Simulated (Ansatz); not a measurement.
## YZn (Pm-3m): Grüneisen parameters

Does YZn (Pm-3m) expand much on heating, by its phonons?

Program: Ansatz 0.2.0. Level of theory: DFT PBEsol, scalar-relativistic, plane waves, PAW; PAW set soft_1. Results are calculated unless marked as measured.

## (1) Starting point

Symmetry: Pm-3m, No. 221, cubic system. Conventional cell: a = 3.521 Å, b = 3.521 Å, c = 3.521 Å, α = 90.00°, β = 90.00°, γ = 90.00°. Nearest to Y lie 8 Zn at 3.05 Å. Nearest to Zn lie 8 Y at 3.05 Å. Farther neighbours are not listed.

## (2) The dispersion

The cell comes from relaxations at this level that are not shown. Stability and thermal properties need the whole zone. Linear response on a 4×4×4 q mesh gives force constants as far as a supercell of that size would.

Input file input.yaml:

```yaml
crystal:
  lattice:
    - [3.5207530252, 0.0, 0.0]
    - [0.0, 3.5207530252, 0.0]
    - [0.0, 0.0, 3.5207530252]
  atoms:
    - { symbol: "Y", position: [0.0, 0.0, 0.0] }
    - { symbol: Zn, position: [0.5, 0.5, 0.5] }
kpoints:
  mp_grid: { grid: [12, 12, 12] }
hamiltonian:
  xc: pbesol
  pseudopotentials: { kind: paw, azcp: { folder: soft_1 }, xc_functional: pbe }
scf:
  occupations: { method: methfessel_paxton, width: 0.2 }
output:
  eigenvalues: true
phonons:
  method: dfpt
  qmesh: [4, 4, 4]
  temperatures: { t_max: 1000, t_step: 50 }
  qpath:
    path:
      - [[0.0, 0.0, 0.0], [0.0, 0.5, 0.0], [0.5, 0.5, 0.0], [0.0, 0.0, 0.0], [0.5, 0.5, 0.5], [0.0, 0.5, 0.0]]
      - [[0.5, 0.5, 0.5], [0.5, 0.5, 0.0]]
    npoints: 10
```

The run is started by

```
$ ansatz run input.yaml --threads 4 --pin off --max-ram 10240MiB --backend cpu --events-out ev --progress --plain --runs-dir out
```

Numbers of over 12 decimals in the logs are rounded to 6 here.

Log:

```text
Engine: ansatz 0.2.0, aarch64-unknown-linux-gnu
Pseudopotentials: kind: paw
Pseudopotential: Y, paw, valence charge 11, recommended cutoff 420 eV (normal), soft_1/Y.paw.azcp
Pseudopotential: Zn, paw, valence charge 12, recommended cutoff 420 eV (normal), soft_1/Zn.paw.azcp
Functional definition: PBEsol
  exchange = pbesol_x
  correlation = pbesol_c
Crystal: 2 atoms, lattice volume = 43.642 Å³
Basis set: ecut = 420 eV, 847 PW (Γ), exchange–correlation on 48×48×48 points (8 copies of the dense FFT grid, shifted against one another)
Bands: 16, of which v1, the nominal top of the filled ones, is band 12 counted from 1 (11 counted from 0)
Symmetry: 48 space group operations
k-points: 84 of 1728
Non-local potential: Y, projectors of the file, l = 0: 3, l = 1: 2, l = 2: 2, l = 3: 1
Non-local potential: Zn, projectors of the file, l = 0: 2, l = 1: 2, l = 2: 3, l = 3: 1
PAW form: soft (Blöchl's): semilocal exchange-correlation on the pseudo side does not see the compensation charge
PAW frozen core: Y, regenerated for the run's functional, and the local potential with it (the file was generated under x = pbe(κ = 0.804, μ = 0.219515), c = pbe(β = 0.066725))
PAW frozen core: Zn, regenerated for the run's functional, and the local potential with it (the file was generated under x = pbe(κ = 0.804, μ = 0.219515), c = pbe(β = 0.066725))
PAW one-centre angular grid: Y, 590 points (default); XC on 64 Gauss nodes
PAW one-centre angular grid: Zn, 590 points (default); XC on 64 Gauss nodes
Initial density: superposition of atomic densities (chi_scale 0.1, normalization cell, long waves kept (reshape's long-wave potential 0.00 eV rms))
Initial wavefunctions: pseudopotential atomic-orbital guess
Functional: x = pbesol(κ = 0.804, μ = 0.123457), c = pbesol(β = 0.046)
SCF iter   1: F=—  HF=-7077.570740 eV  |F-HF|=—  |Δ(HF+E_count)|=         —  Δρ=1.03e-1  dr2=3.72e0  ethr=3.10e-3  ⟨swp⟩=5.0  Hψ=6955  notcnv=0
preconditioner: auto → none  [metal: Δε(μ)=0.032 eV  Ē_g=11.831 eV  σ=0.200 eV  W_gap=0.14  n_scr=6 (ndim 8)  ℏωp=25.8 eV  f_vac=0.000  D(μ)=3.45/eV (n_scr^D=32)  sad-step TF]
SCF iter   2: F=—  HF=-7076.954661 eV  |F-HF|=—  |Δ(HF+E_count)|=   6.16e-1  S|Δr|=    0.00e0  Δρ=3.91e-2  dr2=8.01e-1  ethr=3.10e-3  ⟨swp⟩=2.0  Hψ=2986  notcnv=0
SCF iter   3: F=—  HF=-7076.729973 eV  |F-HF|=—  |Δ(HF+E_count)|=   2.25e-1  S|Δr|=    0.00e0  Δρ=1.16e-2  dr2=4.93e-2  ethr=3.10e-3  ⟨swp⟩=2.6  Hψ=2639  notcnv=0
SCF iter   4: F=—  HF=-7076.718982 eV  |F-HF|=—  |Δ(HF+E_count)|=   1.10e-2  S|Δr|=    0.00e0  Δρ=1.65e-3  dr2=8.28e-4  ethr=2.14e-4  ⟨swp⟩=2.0  Hψ=2442  notcnv=0
SCF iter   5: F=—  HF=-7076.720109 eV  |F-HF|=—  |Δ(HF+E_count)|=   1.13e-3  S|Δr|=    0.00e0  Δρ=1.56e-3  dr2=7.01e-4  ethr=3.60e-6  ⟨swp⟩=2.0  Hψ=2000  notcnv=0
SCF iter   6: F=—  HF=-7076.719986 eV  |F-HF|=—  |Δ(HF+E_count)|=   1.23e-4  S|Δr|=    0.00e0  Δρ=5.15e-4  dr2=7.41e-5  ethr=3.05e-6  ⟨swp⟩=2.4  Hψ=1998  notcnv=0
SCF iter   7: F=—  HF=-7076.719968 eV  |F-HF|=—  |Δ(HF+E_count)|=   1.88e-5  S|Δr|=    0.00e0  Δρ=1.21e-4  dr2=4.29e-6  ethr=3.22e-7  ⟨swp⟩=2.0  Hψ=1770  notcnv=0
SCF iter   8: F=—  HF=-7076.719966 eV  |F-HF|=—  |Δ(HF+E_count)|=   1.84e-6  S|Δr|=    0.00e0  Δρ=1.56e-5  dr2=8.41e-8  ethr=1.86e-8  ⟨swp⟩=2.0  Hψ=1967  notcnv=0
SCF iter   9: F=—  HF=-7076.719967 eV  |F-HF|=—  |Δ(HF+E_count)|=   6.85e-7  S|Δr|=    0.00e0  Δρ=3.26e-6  dr2=3.39e-9  ethr=3.66e-10  ⟨swp⟩=2.0  Hψ=1926  notcnv=0
SCF iter  10: F=—  HF=-7076.719967 eV  |F-HF|=—  |Δ(HF+E_count)|=  9.35e-10  S|Δr|=    0.00e0  Δρ=2.13e-7  dr2=1.42e-11  ethr=1.48e-11  ⟨swp⟩=2.0  Hψ=1865  notcnv=0
SCF iter  11: F=-7076.719967 eV  HF=-7076.719967 eV  |F-HF|=2.73e-12  |Δ(HF+E_count)|=  1.82e-12  S|Δr|=    0.00e0  Δρ=1.17e-8  dr2=4.69e-14  ethr=1.00e-12  ⟨swp⟩=5.0  Hψ=5303  notcnv=0
SCF 1 converged in 11 iterations: F = -7076.719967 eV  dr2 = 4.69e-14
  greatest PAW one-centre occupation: 0.993 electrons in one spin orbital (limit 2), on the Y atom at site 0 (counted from 0), in its partial waves of l = 0
phonons: the bands overlap, so this run is a metal and interpolates without the dipole-dipole term. If the crystal is really an insulator or semiconductor, its LO-TO splitting is missing
NSCF: frozen V_eff on 84 k-points
NSCF: frozen V_eff on 196 k-points
DFPT response loops at q = (0, 0, 0) (fractional): preconditioner auto → Kerker (q_TF=auto, 2.452 Å⁻¹) (partly filled bands, converged f_vac=0.000); β = 1.00, the filter's whole step (`scf.mixing.beta` (0.50) is not read by the response loops under this deck's `scf.mixing.preconditioner`; to damp them name `kerker` or `kerker_dos`, under which they read `scf.mixing.beta`, and type it under 1.00, their step now; both keys bind the ground state too); Broyden in place of MSR1
NSCF: frozen V_eff on 1176 k-points
DFPT response loops at q = (0, 0, 0.25) (fractional): mixed as the last ones told, above
NSCF: frozen V_eff on 686 k-points
DFPT response loops at q = (0, 0, -0.5) (fractional): mixed as the last ones told, above
NSCF: frozen V_eff on 2016 k-points
DFPT response loops at q = (0, 0.25, 0.25) (fractional): mixed as the last ones told, above
NSCF: frozen V_eff on 1176 k-points
DFPT response loops at q = (0, 0.25, -0.5) (fractional): mixed as the last ones told, above
NSCF: frozen V_eff on 686 k-points
DFPT response loops at q = (0, -0.5, -0.5) (fractional): mixed as the last ones told, above
NSCF: frozen V_eff on 1872 k-points
DFPT response loops at q = (0.25, 0.25, 0.25) (fractional): mixed as the last ones told, above
NSCF: frozen V_eff on 2016 k-points
DFPT response loops at q = (0.25, 0.25, -0.5) (fractional): mixed as the last ones told, above
NSCF: frozen V_eff on 1176 k-points
DFPT response loops at q = (0.25, -0.5, -0.5) (fractional): mixed as the last ones told, above
NSCF: frozen V_eff on 392 k-points
DFPT response loops at q = (-0.5, -0.5, -0.5) (fractional): mixed as the last ones told, above
SCF converged after 11 iterations
Stability not checked: this state was not tested for a lower state beside it, because cold or Methfessel-Paxton smearing, or corrected tetrahedra, fill the levels in a way that the test cannot read (fill_not_monotonic; see scf.lower_state_search)
Free energy (F): -7076.719967 eV
Harris-Foulkes:  -7076.719967 eV  (|F-HF|=2.73e-12)
Internal energy: -7076.713902 eV  (E = F + TS)
E sigma→0 (E₀):  -7076.718450 eV
Entropy (-TS):   -0.006064 eV (-3.032 meV/atom)
Fermi energy:    10.794736 eV
--- Per-component energies (eV) ---
  E_band       = -53.316210
  E_kinetic    = 465.048034
  E_local      = -2428.462709  (includes V_loc(G=0)·N_el)
  E_nonlocal   = 844.069095
  E_hartree    = 888.790365
  E_xc         = -256.003258
  E_vxc        = -257.569213  (∫ρ·V_xc dr)
  E_paw        = -4620.581792  (= ΣΔE_a)
  E_vpaw       = -453.981931  (= ΣTr[D̂ρ^β])
  E_aug_tail   = -0.000216  (compensation charges beyond the density's cutoff)
  E_ewald      = -1970.519552
  E_core_change = 0.946129  (= ΣΔE_core)
  E_smearing   = -0.006064  (= −TS)
  E_closure    = -0.000000  (closes the sum)
  Σ components = -7076.719967   (vs F -7076.719967, Δ=0.00e0)
--- Band table (eV; the first three rows and the last of 84) ---
  k-point 0: bands = [... 8 lower, 3.9179, 3.9179, 10.7366, 10.7366, 15.2587, 15.2587, 15.2587, 15.6524]
  k-point 1: bands = [... 8 lower, 3.9157, 3.9194, 10.7219, 10.7620, 14.5499, 14.5499, 15.2664, 15.3061]
  k-point 2: bands = [... 8 lower, 3.9237, 4.0579, 10.5588, 10.8338, 13.7756, 13.7756, 14.7880, 15.2877]
  k-point 83: bands = [... 8 lower, 4.0729, 8.8129, 8.8129, 8.8129, 10.4074, 16.2391, 16.2391, 16.2391]
--- Phonons (Γ-DFPT): 2 representative perturbations + reference (Σ response iterations 6) ---
  ASR residual: 1.221e-4 → 0.000e0 eV/Å²; symmetrization residual: 6.715e-6 eV/Å²
  ASR residual per site (eV/Å²): 2.25e-5 1.22e-4
  Γ frequencies (cm⁻¹): 0.00 0.00 0.00 147.96 147.96 147.96
--- Phonons (arbitrary-q DFPT): 10 irreducible q on the 4×4×4 mesh ---
  q = [0.0000, 0.0000, 0.0000] (star 1, of the zone-centre solve; hermiticity 4.43e-6, symmetrization 3.18e-13): -0.00 -0.00 0.00 147.96 147.96 147.96
  q = [0.0000, 0.0000, 0.2500] (star 6, 4 solved perturbations in 1848 linear systems a pass and spin channel, the states on 588 of 1728 k-point pairs; hermiticity 2.44e-6, symmetrization 5.00e-13): 63.44 63.44 83.15 139.98 139.98 145.76
  q = [0.0000, 0.0000, -0.5000] (star 3, 4 solved perturbations in 1078 linear systems a pass and spin channel, the states on 343 of 1728 k-point pairs; hermiticity 6.98e-7, symmetrization 3.49e-7): 105.96 107.83 107.83 121.21 121.21 146.74
  q = [0.0000, 0.2500, 0.2500] (star 12, 4 solved perturbations in 3108 linear systems a pass and spin channel, the states on 1008 of 1728 k-point pairs; hermiticity 2.28e-6, symmetrization 4.18e-13): 51.34 74.50 113.52 128.99 131.72 151.73
  q = [0.0000, 0.2500, -0.5000] (star 12, 6 solved perturbations on 588 of 1728 k-point pairs; hermiticity 3.57e-6, symmetrization 2.33e-8): 65.41 88.02 89.33 123.02 143.89 155.50
  q = [0.0000, -0.5000, -0.5000] (star 3, 4 solved perturbations in 1078 linear systems a pass and spin channel, the states on 343 of 1728 k-point pairs; hermiticity 9.00e-7, symmetrization 4.95e-11): 37.44 37.44 63.75 123.32 172.59 172.59
  q = [0.2500, 0.2500, 0.2500] (star 8, 2 solved perturbations on 936 of 1728 k-point pairs; hermiticity 1.03e-6, symmetrization 4.66e-13): 85.26 85.26 93.17 131.43 147.50 147.50
  q = [0.2500, 0.2500, -0.5000] (star 12, 4 solved perturbations in 3108 linear systems a pass and spin channel, the states on 1008 of 1728 k-point pairs; hermiticity 2.36e-6, symmetrization 6.46e-8): 51.62 94.02 116.13 135.55 136.42 158.62
  q = [0.2500, -0.5000, -0.5000] (star 6, 4 solved perturbations in 1848 linear systems a pass and spin channel, the states on 588 of 1728 k-point pairs; hermiticity 1.41e-6, symmetrization 5.46e-10): 74.03 74.03 118.54 126.55 165.27 165.27
  q = [-0.5000, -0.5000, -0.5000] (star 1, 2 solved perturbations on 196 of 1728 k-point pairs; hermiticity 4.97e-9, symmetrization 2.49e-9): 100.75 100.75 100.75 161.37 161.37 161.37
  sum rule: each row above includes the acoustic sum rule's correction from the zone centre's row sums; it moved no ω² by more than (0.71 cm⁻¹)²
  mesh force constants: q→R imaginary residual 2.58e-18; ASR residual 1.221e-4 → 0.000e0 eV/Å²; symmetrization residual 3.109e-15 eV/Å²
  interpolated dispersion: 62 rows × 6 modes
  density of states and harmonic sums: on the 20×20×20 q-mesh, interpolated from the force constants of a 4×4×4 supercell (no non-analytic term)
  largest difference from the sums on the solved wave vectors: F 1.27e-2 eV, S 1.67e-5 and C_V 4.01e-6 eV/K
  zero-point energy: 0.041705 eV/cell   skipped modes (ω ≤ 0): 3   left out of the sums: 6.25e-5 of the cell's modes: C_V's classical limit lies that fraction below 3 k_B per atom; for a crystal, a wire or a layer, F and S can be off by more, and a phonons.interpolated_qmesh denser along its periods is the remedy for the sampling
```

The job ended after 3.7 min (4 threads of Arm Neoverse V2, shared host; peak memory 1.9 GiB; 14 min of CPU time).

This step gave:

* volume per atom: 21.82 Å³
* gap on the k-mesh: 0 eV
* sum-rule residual before enforcement: 1.22e-4 eV/Å²
* lowest frequency on the path: 0 cm⁻¹
* point group: m-3m
* highest frequency on the path or at a solved wavevector: 172.6 cm⁻¹
* mean frequency: 112.1 cm⁻¹
* Debye temperature (second moment): 219 K
* logarithmic mean frequency: 105.4 cm⁻¹
* highest optical mode at the zone centre (no LO-TO term): 148.0 cm⁻¹
* lowest optical zone-centre mode: 148.0 cm⁻¹
* lowest mode on the q mesh (acoustic modes at Γ apart): 37.44 cm⁻¹
* zero-point energy per atom: 20.85 meV
* heat capacity at 300 K: 24.29 J/(mol atoms K)
* vibrational entropy at 300 K: 42.30 J/(mol atoms K)

Frequencies (cm⁻¹) solved at each irreducible wavevector; negative means imaginary. Frequencies by wavevector, by row:

```csv
q in reciprocal lattice units,star,mode 1,mode 2,mode 3,mode 4,mode 5,mode 6
0 0 0,1,0,0,0,148,148,148
0 0 0.25,6,63.4,63.4,83.2,140,140,145.8
0 0 -0.5,3,106,107.8,107.8,121.2,121.2,146.7
0 0.25 0.25,12,51.3,74.5,113.5,129,131.7,151.7
0 0.25 -0.5,12,65.4,88,89.3,123,143.9,155.5
0 -0.5 -0.5,3,37.4,37.4,63.8,123.3,172.6,172.6
0.25 0.25 0.25,8,85.3,85.3,93.2,131.4,147.5,147.5
0.25 0.25 -0.5,12,51.6,94,116.1,135.6,136.4,158.6
0.25 -0.5 -0.5,6,74,74,118.5,126.5,165.3,165.3
-0.5 -0.5 -0.5,1,100.8,100.8,100.8,161.4,161.4,161.4
```

Symmetry leaves 10 wavevectors to solve. The lowest mode among them, the acoustic zeros apart, lies at q = (0, -0.5, -0.5) and is real, 37.4 cm⁻¹.

## (3) Relaxing at another volume, volume ratio 0.97

The volume is scaled by 0.97 and held; symmetry leaves nothing to relax, so this is a single point. The modes can then be followed against volume.

input.yaml, the sections that differ from step 2:

```yaml
crystal:
  lattice:
    - [3.4851874317, 0.0, 0.0]
    - [0.0, 3.4851874317, 0.0]
    - [0.0, 0.0, 3.4851874317]
  atoms:
    - { symbol: "Y", position: [0.0, 0.0, 0.0] }
    - { symbol: Zn, position: [0.5, 0.5, 0.5] }
output:
  forces: true
  stress: true
  eigenvalues: true
# kpoints, hamiltonian, scf: as in step 2
# phonons: removed
```

Log:

```text
[...]
Crystal: 2 atoms, lattice volume = 42.333 Å³
Basis set: ecut = 420 eV, 799 PW (Γ), exchange–correlation on 48×48×48 points (8 copies of the dense FFT grid, shifted against one another)
Bands: 16, of which v1, the nominal top of the filled ones, is band 12 counted from 1 (11 counted from 0)
Symmetry: 48 space group operations
[...]
k-points: 84 of 1728
[...]
--- Band table (eV; the first three rows and the last of 84) ---
  k-point 0: bands = [... 8 lower, 4.2761, 4.2761, 11.1208, 11.1208, 15.8059, 15.8059, 15.8059, 16.1791]
  k-point 1: bands = [... 8 lower, 4.2739, 4.2778, 11.1097, 11.1462, 15.0597, 15.0597, 15.8137, 15.8355]
  k-point 2: bands = [... 8 lower, 4.2824, 4.3653, 10.9563, 11.2182, 14.2560, 14.2560, 15.3153, 15.8352]
  k-point 83: bands = [... 8 lower, 4.4408, 9.1260, 9.1260, 9.1260, 10.8767, 16.8518, 16.8518, 16.8518]
[key lines of the parts left out:]
SCF converged after 8 iterations
Free energy (F): -7076.711406 eV
Fermi energy:    11.198633 eV
P = ⅓ Tr σ = 2.1470 GPa (21.470 kbar)
```

Run time: 0.86 s. Hardware: 4 threads; peak memory 0.36 GiB.

Numbers from this step:

```
pressure        : 2.147 GPa
volume per atom : 21.17 Å³
```

The run ends at a pressure of 2.15 GPa.

## (4) Phonons at the other volume, volume ratio 0.97

The phonons are repeated at this volume on the same k and q meshes.

input.yaml, as its differences from that of step 3:

```diff
@@ -16,4 +16,11 @@
 output:
-  forces: true
-  stress: true
   eigenvalues: true
+phonons:
+  method: dfpt
+  qmesh: [4, 4, 4]
+  temperatures: { t_max: 1000, t_step: 50 }
+  qpath:
+    path:
+      - [[0.0, 0.0, 0.0], [0.0, 0.5, 0.0], [0.5, 0.5, 0.0], [0.0, 0.0, 0.0], [0.5, 0.5, 0.5], [0.0, 0.5, 0.0]]
+      - [[0.5, 0.5, 0.5], [0.5, 0.5, 0.0]]
+    npoints: 10
```

Log:

```text
[...]
Crystal: 2 atoms, lattice volume = 42.333 Å³
Basis set: ecut = 420 eV, 799 PW (Γ), exchange–correlation on 48×48×48 points (8 copies of the dense FFT grid, shifted against one another)
Bands: 16, of which v1, the nominal top of the filled ones, is band 12 counted from 1 (11 counted from 0)
Symmetry: 48 space group operations
k-points: 84 of 1728
[...]
SCF iter   1: F=—  HF=-7077.600135 eV  |F-HF|=—  |Δ(HF+E_count)|=         —  Δρ=1.08e-1  dr2=3.92e0  ethr=3.10e-3  ⟨swp⟩=5.0  Hψ=7075  notcnv=0
[...]
SCF iter  11: F=-7076.711406 eV  HF=-7076.711406 eV  |F-HF|=9.09e-13  |Δ(HF+E_count)|=  8.19e-12  S|Δr|=    0.00e0  Δρ=1.40e-8  dr2=1.09e-13  ethr=1.00e-12  ⟨swp⟩=5.5  Hψ=5526  notcnv=0
SCF 1 converged in 11 iterations: F = -7076.711406 eV  dr2 = 1.09e-13
[...]
NSCF: frozen V_eff on 84 k-points
[...]
SCF converged after 11 iterations
[...]
Free energy (F): -7076.711406 eV
[...]
Internal energy: -7076.705700 eV  (E = F + TS)
E sigma→0 (E₀):  -7076.709980 eV
Entropy (-TS):   -0.005706 eV (-2.853 meV/atom)
Fermi energy:    11.198643 eV
[...]
--- Band table (eV; the first three rows and the last of 84) ---
  k-point 0: bands = [... 8 lower, 4.2758, 4.2758, 11.1208, 11.1208, 15.8060, 15.8060, 15.8060, 16.1791]
  k-point 1: bands = [... 8 lower, 4.2736, 4.2775, 11.1098, 11.1462, 15.0597, 15.0597, 15.8138, 15.8354]
  k-point 2: bands = [... 8 lower, 4.2821, 4.3652, 10.9563, 11.2183, 14.2560, 14.2560, 15.3152, 15.8353]
  k-point 83: bands = [... 8 lower, 4.4405, 9.1260, 9.1260, 9.1260, 10.8766, 16.8518, 16.8518, 16.8518]
[...]
ASR residual: 3.433e-5 → 0.000e0 eV/Å²; symmetrization residual: 4.517e-7 eV/Å²
  ASR residual per site (eV/Å²): 3.43e-5 1.39e-5
  Γ frequencies (cm⁻¹): 0.00 0.00 0.00 156.55 156.55 156.55
--- Phonons (arbitrary-q DFPT): 10 irreducible q on the 4×4×4 mesh ---
[...]
interpolated dispersion: 62 rows × 6 modes
[...]
```

It took 3.6 min on 4 threads; peak memory 1.9 GiB.

This step gave:

| Item | Value |
| --- | --- |
| sum-rule residual before enforcement | 3.43e-5 eV/Å² |
| highest frequency on the path or at a solved wavevector | 181.6 cm⁻¹ |
| mean frequency | 117.1 cm⁻¹ |
| Debye temperature (second moment) | 229 K |
| logarithmic mean frequency | 109.4 cm⁻¹ |
| highest optical mode at the zone centre (no LO-TO term) | 156.6 cm⁻¹ |
| lowest optical zone-centre mode | 156.6 cm⁻¹ |
| lowest mode on the q mesh (acoustic modes at Γ apart) | 30.33 cm⁻¹ |
| zero-point energy per atom | 21.78 meV |
| heat capacity at 300 K | 24.23 J/(mol atoms K) |
| vibrational entropy at 300 K | 41.40 J/(mol atoms K) |

Frequencies (cm⁻¹) solved at each irreducible wavevector; negative means imaginary. Frequencies by wavevector, by row:

```csv
q in reciprocal lattice units,star,mode 1,mode 2,mode 3,mode 4,mode 5,mode 6
0 0 0,1,0,0,0,156.6,156.6,156.6
0 0 0.25,6,66.2,66.2,86.5,147.8,147.8,153.2
0 0 -0.5,3,111.8,113,113,127.4,127.4,153
0 0.25 0.25,12,50.2,77.8,118.5,135.3,138.9,160.7
0 0.25 -0.5,12,65.7,89.6,94.3,129.2,152.2,163.8
0 -0.5 -0.5,3,30.3,30.3,69.2,129.5,181.6,181.6
0.25 0.25 0.25,8,87.7,87.7,95.6,139.2,155.5,155.5
0.25 0.25 -0.5,12,50.9,96.1,121.9,141.4,144.5,167
0.25 -0.5 -0.5,6,75.4,75.4,124.4,132,174.2,174.2
-0.5 -0.5 -0.5,1,106.8,106.8,106.8,169.3,169.3,169.3
```

The highest optical mode at the zone centre (no LO-TO term) is 156.6 cm⁻¹, +8.6 cm⁻¹ against the base run.

## (5) Relaxing at another volume, volume ratio 1.03

The volume is scaled by 1.03 and held; symmetry leaves nothing to relax, so this is a single point. The modes can then be followed against volume.

input.yaml, the sections that differ from step 4:

```yaml
crystal:
  lattice:
    - [3.5556142332, 0.0, 0.0]
    - [0.0, 3.5556142332, 0.0]
    - [0.0, 0.0, 3.5556142332]
  atoms:
    - { symbol: "Y", position: [0.0, 0.0, 0.0] }
    - { symbol: Zn, position: [0.5, 0.5, 0.5] }
output:
  forces: true
  stress: true
  eigenvalues: true
# kpoints, hamiltonian, scf: as in step 4
# phonons: removed
```

Log:

```text
[...]
Crystal: 2 atoms, lattice volume = 44.951 Å³
Basis set: ecut = 420 eV, 895 PW (Γ), exchange–correlation on 48×48×48 points (8 copies of the dense FFT grid, shifted against one another)
Bands: 16, of which v1, the nominal top of the filled ones, is band 12 counted from 1 (11 counted from 0)
Symmetry: 48 space group operations
[...]
k-points: 84 of 1728
[...]
--- Band table (eV; the first three rows and the last of 84) ---
  k-point 0: bands = [... 8 lower, 3.5785, 3.5785, 10.3733, 10.3733, 14.7409, 14.7409, 14.7409, 15.1562]
  k-point 1: bands = [... 8 lower, 3.5763, 3.5799, 10.3555, 10.3986, 14.0679, 14.0679, 14.7485, 14.8063]
  k-point 2: bands = [... 8 lower, 3.5839, 3.7709, 10.1839, 10.4701, 13.3212, 13.3212, 14.2893, 14.7696]
  k-point 83: bands = [... 8 lower, 3.7246, 8.5167, 8.5167, 8.5167, 9.9641, 15.6636, 15.6636, 15.6636]
[key lines of the parts left out:]
SCF converged after 9 iterations
Free energy (F): -7076.712221 eV
Fermi energy:    10.414539 eV
P = ⅓ Tr σ = -1.8521 GPa (-18.521 kbar)
```

The job ended after 0.91 s (4 threads; peak memory 0.36 GiB; 3 s of CPU time).

This step gave:

```
pressure        : -1.852 GPa
volume per atom : 22.48 Å³
```

The run ends at a pressure of -1.85 GPa.

[end of part 1 of 2]

[Logs are printed without paths, hosts, clocks, repeated set-up lines and the standing remarks that a program may print on its own settings, such as how far it seeks lower states.]

[Hosts, paths, dates, database ids (printed as entryN), source tags and the programs' standing remarks are cut or masked in the printed files.]
